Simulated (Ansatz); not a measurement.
# (BaO)3(AgCl)1 [001] superlattice, started as rocksalt type: following an unstable mode, part 3 of 3

Wanted: the energy along a soft mode of (BaO)3(AgCl)1 [001] superlattice, started as rocksalt type and the structure at the end.

Ansatz 0.2.0; DFT PBEsol, scalar-relativistic, plane waves, PAW.

So far. Step 5 (Energy along the mode, all amplitudes (two of the runs …): The lowest of the steps tried is at 0.45 Å, 22.7 meV/atom below the parent; the bottom of the well need not coincide with a step. Step 7 (The new phase in its own primitive cell): The largest force component left is 0.65 meV/Å and the pressure is -0.001 GPa, within the tolerances set. The cell now holds 21.74 Å³/atom.

The structure was built from a prototype and need not be the compound's stable phase.

### Step 8. Modes of the new phase, k-mesh 6×6×2

A relaxed structure may still be a saddle point, so its zone-centre modes are computed. The response to a homogeneous field gives the Born charges and the dielectric tensor, and its change with displacement the Raman tensors.

File input.yaml:

```yaml
crystal:
  lattice:
    - [3.7784487794, 0.0, 0.0]
    - [0.0, 3.7784487794, 0.0]
    - [0.0, 0.0, 12.1818547149]
  atoms:
    - { symbol: Ag, position: [0.5, 0.5, 0.8148078983] }
    - { symbol: Ba, position: [0.0, 0.0, 0.0016187669] }
    - { symbol: Ba, position: [0.5, 0.5, 0.2358657215] }
    - { symbol: Ba, position: [0.0, 0.0, 0.4793542012] }
    - { symbol: Cl, position: [0.0, 0.0, 0.7376105604] }
    - { symbol: O, position: [0.5, 0.5, 0.9935014307] }
    - { symbol: O, position: [0.0, 0.0, 0.2136760796] }
    - { symbol: O, position: [0.5, 0.5, 0.4448608058] }
kpoints:
  mp_grid: { grid: [6, 6, 2] }
hamiltonian:
  xc: pbesol
scf:
  occupations: { method: fixed }
output:
  eigenvalues: true
phonons:
  method: dfpt
  dielectric: true
  rigid_motions: translations
  raman: true
```

On the command line:

```console
$ ansatz run input.yaml --threads 8 --pin off --max-ram 14336MiB --backend cpu --events-out ev --progress --plain --runs-dir out
```

Numbers of over 12 decimals in the logs are rounded to 6 here.

Output:

```text
[...]
Crystal: 8 atoms, lattice volume = 173.916 Å³
Basis set: ecut = 420 eV, 3393 PW (Γ), exchange–correlation on 54×54×180 points (8 copies of the dense FFT grid, shifted against one another)
Bands: 45, of which v1, the nominal top of the filled ones, is band 37 counted from 1 (36 counted from 0)
Symmetry: 8 space group operations
k-points: 32 of 72 (irreducible under 2 space group operations, time reversal used)
[...]
SCF iter   1: F=—  HF=-27862.344088 eV  |F-HF|=—  |Δ(HF+E_count)|=         —  Δρ=1.27e-2  dr2=2.92e-1  ethr=1.77e-3  ⟨swp⟩=5.0  Hψ=5199  notcnv=0  defer=158
[...]
SCF iter  13: F=-27862.281660 eV  HF=-27862.281660 eV  |F-HF|=2.91e-11  |Δ(HF+E_count)|=  6.18e-11  Δρ=1.91e-7  dr2=5.52e-11  ethr=1.00e-12  ⟨swp⟩=16.2  Hψ=11079  notcnv=0
SCF 1 converged in 13 iterations: F = -27862.281660 eV  dr2 = 5.52e-11
[...]
Bands: 38, of which v1, the nominal top of the filled ones, is band 37 counted from 1 (36 counted from 0)
k-points: 30 of 400 (time reversal used)
[...]
Eigensolver: Dense (30 Hₖ)
SCF iter   1: F=—  HF=-27861.973046 eV  |F-HF|=—  |Δ(HF+E_count)|=         —  Δρ=6.95e-4  dr2=2.81e-4  ethr=1.00e-1
[...]
SCF iter  10: F=-27861.973133 eV  HF=-27861.973133 eV  |F-HF|=2.91e-11  |Δ(HF+E_count)|=  2.62e-10  Δρ=1.83e-7  dr2=6.19e-11  ethr=1.00e-12
SCF 1 converged in 10 iterations: F = -27861.973133 eV  dr2 = 6.19e-11
[...]
SCF converged after 13 iterations
Free energy (F): -27862.281660 eV
[...]
Internal energy: -27862.281660 eV  (E = F + TS)
E sigma→0 (E₀):  -27862.281660 eV
Fermi energy:    8.291918 eV
[...]
--- Band table (eV; the first three rows and the last of 32) ---
  k-point 0: bands = [... 33 lower, 7.7114, 7.7114, 8.0300, 8.0300, 9.3710, 10.6024, 11.1042, 12.1646, ... 4 higher]
  k-point 1: bands = [... 33 lower, 7.7131, 7.7131, 8.0298, 8.0298, 9.5733, 10.5993, 11.1092, 12.1102, ... 4 higher]
  k-point 2: bands = [... 33 lower, 7.4477, 7.5420, 7.7030, 7.7165, 10.0108, 11.2904, 11.7272, 12.6386, ... 4 higher]
  k-point 31: bands = [... 33 lower, 7.9905, 7.9905, 8.2864, 8.2864, 10.4814, 11.3603, 11.3603, 11.9335, ... 4 higher]
[...]
ASR residual: 1.724e-4 → 0.000e0 eV/Å²; symmetrization residual: 5.870e-6 eV/Å²
[...]
ε∞ (high-frequency dielectric tensor):
        4.503538     0.000000     0.000000
        0.000000     4.503538     0.000000
        0.000000     0.000000     4.157834
  ε⁰ (static dielectric tensor: ions relaxed, cell fixed):
       40.709143     0.000000     0.000000
        0.000000    40.709143    -0.000000
        0.000000    -0.000000    10.959618
  ε⁰ − ε∞ (ionic part):
       36.205605     0.000000     0.000000
        0.000000    36.205605    -0.000000
        0.000000    -0.000000     6.801785
[...]
Born effective charges Z* (e; rows j = field, columns β = displacement):
    site 0:
         1.20660    0.00000   -0.00000
         0.00000    1.20660    0.00000
        -0.00000    0.00000    0.92946
    site 1:
         2.84281    0.00000   -0.00000
         0.00000    2.84281    0.00000
        -0.00000    0.00000    2.25176
    site 2:
         2.75370    0.00000   -0.00000
         0.00000    2.75370    0.00000
        -0.00000    0.00000    2.37772
    site 3:
         2.87498    0.00000   -0.00000
         0.00000    2.87498    0.00000
        -0.00000    0.00000    2.48689
    site 4:
        -1.46948    0.00000    0.00000
         0.00000   -1.46948    0.00000
         0.00000    0.00000   -1.57829
    site 5:
        -2.59100    0.00000   -0.00000
         0.00000   -2.59100    0.00000
        -0.00000    0.00000   -1.86175
    site 6:
        -2.77080    0.00000    0.00000
         0.00000   -2.77080    0.00000
        -0.00000    0.00000   -2.27188
    site 7:
        -2.84681    0.00000   -0.00000
         0.00000   -2.84681    0.00000
        -0.00000    0.00000   -2.33392
  Z* charge neutrality: 2.533e-2 e pre-enforcement
  solved inside a basis spanned on kpoints, on 10×10×4 k-points: ε∞ is read to err by 3.3e-2, Z* by 2.6e-2 e (field_mesh: kpoints solves on kpoints); Z* is corrected for what the basis lacks
  Raman tensors (in the event stream and the table raman_tensors.tsv): an entry may err by 4.1e-1 Å², one of the second-order susceptibility by 6.5e-1 pm/V (basis, points and sum rule); their sum over the sites missed zero by 3.454e-3 Å² ahead of its enforcement
  optical modes at Γ without the LO–TO term, one row a degenerate level:
      ω (cm⁻¹)  modes    IR ((D/Å)²/amu)  static Raman (Å⁴/amu)  depolarisation
         31.55      2             0.0005                 0.0358           0.750
         50.29      2             3.4706                 1.2907           0.750
         60.33      2             2.5638                 1.3970           0.750
         67.84      1             0.5695                 8.2491           0.008
         75.57      2             0.6466                 0.1828           0.750
         93.57      1             0.1772                 5.7420           0.089
        103.68      2            27.2194                26.5290           0.750
        132.32      1             0.0413                 0.2242           0.178
        167.85      1             6.4178                37.2213           0.665
        178.68      2            24.2201                12.4606           0.750
        207.59      2            18.2287                 4.2683           0.750
        292.95      1             4.1928                27.1279           0.467
        319.50      1            13.2383                 4.0213           0.579
        397.28      1             0.3055               224.3826           0.282
  optical modes at Γ + LO–TO along q̂ = [1.0000, 0.0000, 0.0000]:
      ω (cm⁻¹)  modes    IR ((D/Å)²/amu)  static Raman (Å⁴/amu)  depolarisation
         31.55      1             0.0003                 0.0179           0.750
         31.55      1             0.0000                 0.0209           0.750
         50.29      1             1.7353                 0.6454           0.750
         53.90      1             0.0091                 0.0236           0.750
         60.33      1             1.2819                 0.6985           0.750
         64.80      1             0.0259                 0.0075           0.750
         67.84      1             0.5695                 8.2491           0.008
         75.57      1             0.3233                 0.0914           0.750
         76.35      1             0.0056                 0.0342           0.750
         93.57      1             0.1772                 5.7420           0.089
        103.68      1            13.6097                13.2645           0.750
        132.32      1             0.0413                 0.2242           0.178
        140.06      1             0.4780                 2.4114           0.750
        167.85      1             6.4178                37.2213           0.665
        178.68      1            12.1101                 6.2303           0.750
        196.47      1             0.1813                 1.1701           0.750
        207.59      1             9.1143                 2.1342           0.750
        292.95      1             4.1928                27.1279           0.467
        319.50      1            13.2383                 4.0213           0.579
        361.17      1            37.4750                31.7915           0.750
        397.28      1             0.3055               224.3826           0.282
  optical modes at Γ + LO–TO along q̂ = [0.0000, 1.0000, 0.0000]:
      ω (cm⁻¹)  modes    IR ((D/Å)²/amu)  static Raman (Å⁴/amu)  depolarisation
         31.55      1             0.0003                 0.0179           0.750
         31.55      1             0.0000                 0.0209           0.750
         50.29      1             1.7353                 0.6454           0.750
         53.90      1             0.0091                 0.0236           0.750
         60.33      1             1.2819                 0.6985           0.750
[...]
optical modes at Γ + LO–TO along q̂ = [0.0000, 0.0000, 1.0000]:
      ω (cm⁻¹)  modes    IR ((D/Å)²/amu)  static Raman (Å⁴/amu)  depolarisation
[...]
60.33      2             2.5638                 1.3970           0.750
         72.53      1             0.0858                 7.8165           0.073
         75.57      2             0.6466                 0.1828           0.750
         94.83      1             0.0359                 6.1314           0.021
        103.68      2            27.2194                26.5290           0.750
        132.46      1             0.0039                 0.2191           0.001
        178.68      2            24.2201                12.4606           0.750
        196.52      1             1.7740                38.1616           0.663
        207.59      2            18.2287                 4.2683           0.750
        298.60      1             0.2520                16.4328           0.365
        389.39      1             7.7857                32.9336           0.334
        408.81      1            15.0051               284.9269           0.255
```

Wall time 5.7 min (8 threads of Arm Neoverse V1, shared host); peak memory 2.6 GiB; 41 min of CPU time.

This step gave:

- sum-rule residual before enforcement: 1.72e-4 eV/Å²
- miss of the charge sum rule: 0.02533 e
- estimated error of the dielectric tensor: 0.03253
- estimated error of the Born charges: 0.02589 e
- point group: 4mm
- highest optical mode at the zone centre (no LO-TO term): 397.3 cm⁻¹
- lowest optical zone-centre mode: 31.55 cm⁻¹
- mean high-frequency dielectric constant: 4.388
- largest Born charge (third of the trace): 2.746 e
- mean static dielectric constant: 30.79
- top of the zone-centre spectrum with the field: 408.8 cm⁻¹

Without the LO-TO term. Patterns of degenerate modes are one choice out of their space. The modes at Γ (shares of kinetic energy by element, %):

```csv
mode,frequency (cm⁻¹),symmetry,Ag %,Ba %,Cl %,O %
1,0.0,acoustic,18,68,6,8
2,0.0,acoustic,18,68,6,8
3,0.0,acoustic,18,68,6,8
4,31.6,E,43,49,4,4
5,31.6,E,43,49,4,4
6,50.3,E,36,29,32,4
7,50.3,E,36,29,32,4
8,60.3,E,0,51,46,3
9,60.3,E,0,51,46,3
10,67.8,A1,42,51,1,7
11,75.6,E,3,81,11,4
12,75.6,E,3,81,11,4
13,93.6,A1,21,68,0,10
14,103.7,E,0,7,0,93
15,103.7,E,0,7,0,93
16,132.3,A1,10,84,4,1
17,167.8,A1,2,11,82,5
18,178.7,E,0,7,0,93
19,178.7,E,0,7,0,93
20,207.6,E,0,7,1,91
21,207.6,E,0,7,1,91
22,292.9,A1,1,11,4,85
23,319.5,A1,2,4,3,92
24,397.3,A1,4,3,0,93
```

Displacements in mode 4 (31.6 cm⁻¹), the largest set to 1:
```
Ag1  0.04  1.00  0.00
Ba2  0.01  0.32  0.00
Ba3 -0.01 -0.33  0.00
Ba4 -0.03 -0.83  0.00
Cl5  0.02  0.53  0.00
O6   0.01  0.31  0.00
O7  -0.01 -0.32  0.00
O8  -0.02 -0.65  0.00
```

Displacements in mode 10 (67.8 cm⁻¹), the largest set to 1:
```
Ag1  0.00  0.00  1.00
Ba2  0.00  0.00  0.32
Ba3  0.00  0.00 -0.38
Ba4  0.00  0.00 -0.84
Cl5  0.00  0.00  0.22
O6   0.00  0.00  0.89
O7   0.00  0.00  0.17
O8   0.00  0.00 -0.52
```

Optical modes at the zone centre, without and with the macroscopic field of the longitudinal modes; each column is sorted by frequency, so a row need not hold one and the same mode. Modes with and without the field, by row:

```csv
rank among optical modes,no field (cm⁻¹),"q along (1, 0, 0) (cm⁻¹)","q along (0, 0, 1) (cm⁻¹)"
1,31.6,31.6,31.6
2,31.6,31.6,31.6
3,50.3,50.3,50.3
4,50.3,53.9,50.3
5,60.3,60.3,60.3
6,60.3,64.8,60.3
7,67.8,67.8,72.5
8,75.6,75.6,75.6
9,75.6,76.3,75.6
10,93.6,93.6,94.8
11,103.7,103.7,103.7
12,103.7,132.3,103.7
13,132.3,140.1,132.5
14,167.8,167.8,178.7
15,178.7,178.7,178.7
16,178.7,196.5,196.5
17,207.6,207.6,207.6
18,207.6,292.9,207.6
19,292.9,319.5,298.6
20,319.5,361.2,389.4
21,397.3,397.3,408.8
```

Born charge (rows field, columns displacement) (e), principal values of the symmetric part by kind of site:

```csv
atom,atoms with these values,low,middle,high,mean
Ag1,1,0.93,1.21,1.21,1.11
Ba2,1,2.25,2.84,2.84,2.65
Ba3,1,2.38,2.75,2.75,2.63
Ba4,1,2.49,2.88,2.88,2.75
Cl5,1,-1.58,-1.47,-1.47,-1.51
O6,1,-2.59,-2.59,-1.86,-2.35
O7,1,-2.77,-2.77,-2.27,-2.60
O8,1,-2.85,-2.85,-2.33,-2.68
```

In full for O7:

```
-2.77  0.00  0.00
 0.00 -2.77  0.00
 0.00  0.00 -2.27
```

High-frequency dielectric tensor:

```
4.50 0.00 0.00
0.00 4.50 0.00
0.00 0.00 4.16
```

Static dielectric tensor (ions relaxed, fixed cell):

```
40.71  0.00  0.00
 0.00 40.71  0.00
 0.00  0.00 10.96
```

Transverse modes. Infrared lines, with heights relative to the strongest:

```csv
position (cm⁻¹),label,relative intensity
32,E,0.0
50,E,13
60,E,9.4
68,A1,2.1
76,E,2.4
94,A1,0.7
104,E,100
132,A1,0.2
168,A1,24
179,E,89
208,E,67
293,A1,15
320,A1,49
397,A1,1.1
```

Activity x (w_L - w)^4 (n + 1)/w, 532 nm, 300 K; the tensors are static ones, while 532 nm light lies above the computed direct gap, where resonance would change the heights; modes without the macroscopic field alone. Raman lines, with heights relative to the strongest:

```csv
position (cm⁻¹),label,relative intensity
32,E,1.3
50,E,19
60,E,14
68,A1,68
76,E,1.2
94,A1,26
104,E,100
132,A1,0.6
168,A1,61
179,E,18
208,E,4.9
293,A1,18
320,A1,2.4
397,A1,95
```

Before it was imposed, the acoustic sum rule was missed by 1.7e-4 eV/Å² and the charge sum rule by 0.025 e. Small misses are needed for a sound result but don't prove that mesh and cutoff are converged. The lowest optical mode is real, 31.6 cm⁻¹.

The log warns of the k mesh: “the force constants stand on the 6×6×2 k-mesh, whose period is 13.51 times the interband length at k = (0.0000, 0.0000, 0.0000), direct gap 1.341 eV, under 14: take them and everything formed from them as unconverged”.

### Step 9. The phases reached

The phases reached along the modes that were followed are set side by side.

Energies are those of the first relaxation, on the mesh of the frozen mode; space group, volume and gap are those of the last relaxation. Phases, by row:

```csv
mode frozen in,space group,energy from parent (meV/atom),volume (Å³/atom),gap on mesh (eV),lowest zone-centre optical mode (cm⁻¹),largest shift (Å)
parent,P4/mmm,0,21.19,0.388,–,–
"q = (0, 0, 0), 101i cm⁻¹",P4mm,-64.07,21.74,1.079,31.6,0.908
```

### Step 10. What came out

```
unstable mode of the parent                                                      : q = (0, 0, 0), 101i cm⁻¹
depth at the lowest point sampled                                                : 22.7 meV/atom
largest atomic shift at that point                                               : 0.45 Å
space group reached (within 0.01 Å)                                              : P4mm
energy gained over the parent (first relaxation, on the mesh of the frozen mode) : 64.1 meV/atom
volume per atom, phase reached                                                   : 21.7 Å³
gap on the k-mesh, phase reached                                                 : 1.08 eV
lowest optical zone-centre mode, phase reached                                   : 31.6 cm⁻¹
highest optical mode at the zone centre (no LO-TO term), phase reached           : 397 cm⁻¹
```

Along this mode the structure falls into P4mm, 64.1 meV/atom below the parent. At the parent's cell the well is 22.69 meV/atom deep on the steps tried, with its lowest point at a shift of 0.45 Å. Relaxing atoms and cell changes the gain by +41.38 meV/atom against the lowest step (energies at zero smearing). Most of the total comes from this relaxation. The new phase has no imaginary mode at the zone centre of its cell; other wavevectors were not checked. Each path keeps the symmetry of its pattern, so a lower phase may lie along a pattern not tried. With the field response the log warns that the k mesh is coarse for the force constants too, so the frequencies may not be converged. Spin-orbit coupling is left out, which can matter for the heavy elements here. The starting cell was built on a prototype and not taken from a measurement, so the phase need not exist.

[Logs are printed without paths, hosts, clocks, repeated set-up lines and the standing remarks that a program may print on its own settings, such as how far it seeks lower states.]

[Hosts, paths, dates, database ids (printed as entryN), source tags and the programs' standing remarks are cut or masked in the printed files.]
